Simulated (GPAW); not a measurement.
## How TiC absorbs and reflects light

Aim: the dielectric function of TiC, and the optical constants that follow from it. The cell comes from an older database entry, whose edges can differ from later determinations, mostly by under a per cent.

Calculated with GPAW 26.7.0; DFT, PBE, plane-wave PAW (GPAW data sets), scalar-relativistic, RPA, optical limit.

Report form: the programs' logs are mostly left out.

The database entry behind the starting cell differs from later determinations by our own check (0.1 to 0.3 % short, probably kX units), so it need not match the best structure at ambient conditions.

**1. Starting point**

Symmetry: Fm-3m, No. 225, cubic system. Conventional cell: a = 4.319 Å, b = 4.319 Å, c = 4.319 Å, α = 90.00°, β = 90.00°, γ = 90.00°. Ti has 6 C at 2.16 Å nearest. Nearest to C lie 6 Ti at 2.16 Å. Farther neighbours are not listed.

**2. Ground state**

First the ground state: is it a metal or has it a gap?

This step: DFT, PBE, plane-wave PAW (GPAW data sets), scalar-relativistic, ground state (GPAW 26.7.0).

gs.py reads:

```python
from ase import Atoms
from ase.dft.bandgap import bandgap
from gpaw import GPAW, PW, FermiDirac

atoms = Atoms(['Ti', 'C'],
              cell=[[0.000000000000, 2.159300000000, 2.159300000000],
                    [2.159300000000, 0.000000000000, 2.159300000000],
                    [2.159300000000, 2.159300000000, 0.000000000000]],
              scaled_positions=[[0.000000000000, 0.000000000000, 0.000000000000],
                                [0.500000000000, 0.500000000000, 0.500000000000]],
              pbc=[True, True, True])
atoms.calc = GPAW(mode=PW(500), xc='PBE', kpts={'size': (9, 9, 9), 'gamma': True},
                  occupations=FermiDirac(0.05), maxiter=150, txt='gs.txt')
print('energy (eV)', atoms.get_potential_energy())
print('Fermi level (eV)', atoms.calc.get_fermi_level())
print('valence electrons', atoms.calc.get_number_of_electrons())
print('gap (eV)', bandgap(atoms.calc, output=None)[0])
print('direct gap (eV)', bandgap(atoms.calc, direct=True, output=None)[0])
atoms.calc.write('gs.gpw')
```

Command:

```bash
$ OMP_NUM_THREADS=1 python gs.py
```

Elapsed: 6.8 s, on 1 thread of Intel Xeon Platinum 8488C (Sapphire Rapids), shared host; peak memory 0.11 GiB.

Read-outs, printed or worked out from the files:

* energy: -17.49 eV
* Fermi energy: 10.30 eV
* electrons: 16

There are states at the Fermi level within the smearing, so the occupations stay smeared and the carriers get a Drude term.

**3. Bands for the response**

At the fixed density, many empty bands are solved on the mesh of the response, since the spectrum sums over them.

This step: DFT, PBE, plane-wave PAW (GPAW data sets), scalar-relativistic, bands at fixed density (GPAW 26.7.0).

nscf.py reads:

```python
from ase.dft.bandgap import bandgap
from gpaw import GPAW, FermiDirac

calc = GPAW('gs.gpw').fixed_density(kpts={'size': (20, 20, 20), 'gamma': True}, nbands=27, convergence={'bands': 21},
                                    occupations=FermiDirac(0.05), txt='nscf.txt')
print('gap (eV)', bandgap(calc, output=None)[0])
print('direct gap (eV)', bandgap(calc, direct=True, output=None)[0])
print('top band over the Fermi level (eV)', min(calc.get_eigenvalues(kpt=k)[20] for k in range(len(calc.get_ibz_k_points()))) - calc.get_fermi_level())
calc.write('full.gpw', mode='all')
```

Command:

```bash
$ OMP_NUM_THREADS=1 python nscf.py
```

Run time: 38 s. Hardware: 1 thread; peak memory 0.23 GiB.

**4. Dielectric function, RPA**

Local fields let the induced charge screen the field inside the cell, which as a rule lowers ε, most along directions where the density is uneven.

This step: DFT, PBE, plane-wave PAW (GPAW data sets), scalar-relativistic, RPA, optical limit (GPAW 26.7.0).

df.py reads:

```python
from gpaw.response.df import DielectricFunction

df = DielectricFunction('full.gpw', frequencies={'type': 'nonlinear', 'domega0': 0.03, 'omega2': 8},
                        ecut=50,
                        eta=0.15,
                        nbands=21,
                        rate=0.05,
                        txt='df.txt')
for direction in ['x']:
    df.get_dielectric_function(xc='RPA', direction=direction, filename=f'df_{direction}.csv')
```

Command:

```bash
$ OMP_NUM_THREADS=1 python df.py
```

Elapsed: 11 s, on 1 thread; peak memory 0.23 GiB.

Numbers from this step:

```
main peak of the optical conductivity above 1 eV, first axis : 6.861 eV
```

Some rows of df_x.csv (energy; Re and Im without local fields; Re and Im with them):

```text
0.000000, 3321.802586, -0.000000, 3321.605699, -0.000000
0.429336, -15.472542, 39.455088, -15.525212, 39.358813
0.878195, 6.393264, 27.517859, 6.395481, 27.451494
1.347938, 7.530834, 19.393003, 7.542664, 19.371033
1.840057, 8.321932, 16.103344, 8.318616, 16.097985
2.356191, 6.393194, 14.105096, 6.391622, 14.098386
2.898142, 3.563460, 15.468749, 3.585437, 15.481953
3.467895, 2.540103, 13.047104, 2.534679, 13.075398
4.067647, 2.317632, 11.378920, 2.294693, 11.408589
4.699832, 1.975266, 10.796492, 1.948530, 10.818489
5.367152, -1.224890, 10.697418, -1.269971, 10.696255
6.072622, -1.587583, 7.361436, -1.538374, 7.351418
6.819608, -1.093203, 9.378132, -0.944570, 9.482513
7.611886, -2.369142, 5.550030, -2.377390, 5.740166
8.453705, -1.495097, 4.299483, -1.601339, 4.467297
9.349861, -2.160804, 4.087596, -2.341077, 4.285982
10.305790, -1.709912, 2.121637, -2.038774, 2.201043
11.327680, -0.279017, 1.170179, -0.601962, 1.062528
12.422601, 0.655751, 1.928735, 0.405475, 1.786863
13.598673, 0.002277, 2.634178, -0.032103, 2.325282
```

The Im ε, E ∥ x has structure finer than the step of the table below, so its rows give means over 0.5 eV, whole bins alone (the curve runs from 0.305 to 14.0 eV). Peaks (eV: height): 2.78: 16.7, 6.87: 9.49.

Table of Im ε, E ∥ x by photon energy; means over each step:

| photon energy (eV) | Im ε, E ∥ x |
| --- | --- |
| 1.0 | 23.3 |
| 1.5 | 17.7 |
| 2.0 | 16.2 |
| 2.5 | 14.6 |
| 3.0 | 14.5 |
| 3.5 | 12.6 |
| 4.0 | 11.4 |
| 4.5 | 11.1 |
| 5.0 | 11.4 |
| 5.5 | 9.84 |
| 6.0 | 7.64 |
| 6.5 | 7.23 |
| 7.0 | 8.03 |
| 7.5 | 5.65 |
| 8.0 | 4.63 |
| 8.5 | 4.55 |
| 9.0 | 4.47 |
| 9.5 | 3.79 |
| 10.0 | 2.63 |
| 10.5 | 1.89 |
| 11.0 | 1.23 |
| 11.5 | 1.15 |
| 12.0 | 1.51 |
| 12.5 | 1.83 |
| 13.0 | 2.35 |
| 13.5 | 2.38 |

The Re ε, E ∥ x by photon energy:

| photon energy (eV) | Re ε, E ∥ x |
| --- | --- |
| 0.5 | -4.62 |
| 1.0 | 4.61 |
| 1.5 | 7.90 |
| 2.0 | 7.72 |
| 2.5 | 7.09 |
| 3.0 | 3.15 |
| 3.5 | 2.37 |
| 4.0 | 2.49 |
| 4.5 | 1.58 |
| 5.0 | 0.977 |
| 5.5 | -1.73 |
| 6.0 | -1.63 |
| 6.5 | 0.511 |
| 7.0 | -3.31 |
| 7.5 | -2.12 |
| 8.0 | -1.77 |
| 8.5 | -1.55 |
| 9.0 | -1.87 |
| 9.5 | -2.66 |
| 10.0 | -2.34 |
| 10.5 | -1.97 |
| 11.0 | -1.24 |
| 11.5 | -0.281 |
| 12.0 | 0.233 |
| 12.5 | 0.408 |
| 13.0 | 0.500 |
| 13.5 | -0.0701 |

The loss function −Im 1/ε at q → 0, E ∥ x has structure finer than the step of the table below, so its rows give means over 0.5 eV, whole bins alone (the curve runs from 0.305 to 14.0 eV). Peaks (eV: height): 11.56: 0.838.

The loss function −Im 1/ε at q → 0, E ∥ x by energy loss; means over each step:

energy loss (eV), loss function −Im 1/ε at q → 0, E ∥ x and a bar:
```
      1.0      0.040 
      1.5      0.047 
      2.0      0.052 
      2.5      0.056 #
      3.0      0.065 #
      3.5      0.076 #
      4.0      0.083 ##
      4.5      0.088 ##
      5.0      0.086 ##
      5.5      0.100 ##
      6.0      0.126 ###
      6.5      0.139 ####
      7.0      0.111 ###
      7.5      0.150 ####
      8.0      0.184 ######
      8.5      0.196 ######
      9.0      0.191 ######
      9.5      0.181 ######
     10.0      0.215 #######
     10.5      0.262 #########
     11.0      0.427 ################
     11.5      0.781 ##############################
     12.0      0.655 #########################
     12.5      0.522 ####################
     13.0      0.412 ###############
     13.5      0.420 ###############
```

The Im ε, E ∥ x has structure finer than the step of the table below, so its rows give means over 0.5 eV, whole bins alone (the curve runs from 0.305 to 14.0 eV). Peaks (eV: height): without local fields 2.78: 16.7, 6.82: 9.38; with local fields 2.78: 16.7, 6.87: 9.49.

Table of Im ε, E ∥ x by photon energy; means over each step:

| photon energy (eV) | without local fields | with local fields |
| --- | --- | --- |
| 1.0 | 23.4 | 23.3 |
| 1.5 | 17.7 | 17.7 |
| 2.0 | 16.2 | 16.2 |
| 2.5 | 14.6 | 14.6 |
| 3.0 | 14.5 | 14.5 |
| 3.5 | 12.5 | 12.6 |
| 4.0 | 11.4 | 11.4 |
| 4.5 | 11.1 | 11.1 |
| 5.0 | 11.4 | 11.4 |
| 5.5 | 9.86 | 9.84 |
| 6.0 | 7.65 | 7.64 |
| 6.5 | 7.21 | 7.23 |
| 7.0 | 7.87 | 8.03 |
| 7.5 | 5.47 | 5.65 |
| 8.0 | 4.45 | 4.63 |
| 8.5 | 4.38 | 4.55 |
| 9.0 | 4.29 | 4.47 |
| 9.5 | 3.60 | 3.79 |
| 10.0 | 2.50 | 2.63 |
| 10.5 | 1.85 | 1.89 |
| 11.0 | 1.29 | 1.23 |
| 11.5 | 1.28 | 1.15 |
| 12.0 | 1.67 | 1.51 |
| 12.5 | 1.98 | 1.83 |
| 13.0 | 2.66 | 2.35 |
| 13.5 | 2.72 | 2.38 |

Values under 1 per cm are given as 1. The absorption coefficient, E ∥ x by photon energy:

```csv
photon energy (eV),"absorption coefficient, E ∥ x (1/cm)"
0.492,2.2e5
1.010,3.1e5
1.486,3.5e5
1.985,4.7e5
2.508,5.2e5
3.018,7.3e5
3.510,8.2e5
3.980,8.8e5
4.516,9.9e5
4.981,1.2e6
5.515,1.3e6
6.021,1.3e6
6.494,1.2e6
6.985,1.8e6
7.496,1.5e6
8.026,1.5e6
8.516,1.5e6
9.023,1.7e6
9.483,1.8e6
10.026,1.7e6
10.519,1.6e6
11.029,1.3e6
11.479,9.9e5
12.023,9.8e5
12.504,1.1e6
13.000,1.3e6
13.512,1.5e6
```

Optical constants at common wavelengths, from n + ik = √ε:

```csv
wavelength (nm),n,k,R (%),1/α
1550,4.27,3.289,55.7,38 nm
1064,3.75,2.494,47.9,34 nm
450,3.44,2.413,46.1,15 nm
405,2.93,2.340,44.0,14 nm
365,2.91,2.308,43.5,13 nm
308,2.67,2.176,41.3,11 nm
193,1.79,1.788,34.8,8.6 nm
```

A polished face would reflect 44 % of daylight and look light grey (CIE x = 0.316, y = 0.324 under D65).

**5. What came out**

| Property | Result |
| --- | --- |
| main peak of the optical conductivity above 1 eV, first axis | 6.86 eV |

**Reading.** At this level (PBE, RPA) TiC is a metal; it reflects 43 % at 550 nm. A polished face would reflect 44 % of daylight and look light grey (CIE x = 0.316, y = 0.324 under D65). The carriers' damping of 0.05 eV is typed, not computed; it shapes the response at the lowest energies. The sum runs over mesh points, so small or evenly spaced maxima can still be ripples of the mesh. In this version of GPAW the matrix elements of the optical limit are incomplete, which can lower ε − 1 by up to a tenth where first-row anions or d states rule, and shift it by more in d metals. GPAW's carrier term has the form −ωp²/(ω + i·rate)², which damps like twice the rate and fails at low energy, so the curves leave the lowest energies out.

[Machine, clock and banner lines and Python warnings are left out of the logs.]

[Logs are printed without paths, hosts, clocks, repeated set-up lines and the standing remarks that a program may print on its own settings, such as how far it seeks lower states.]

[Hosts, paths, dates, database ids (printed as entryN), source tags and the programs' standing remarks are cut or masked in the printed files.]
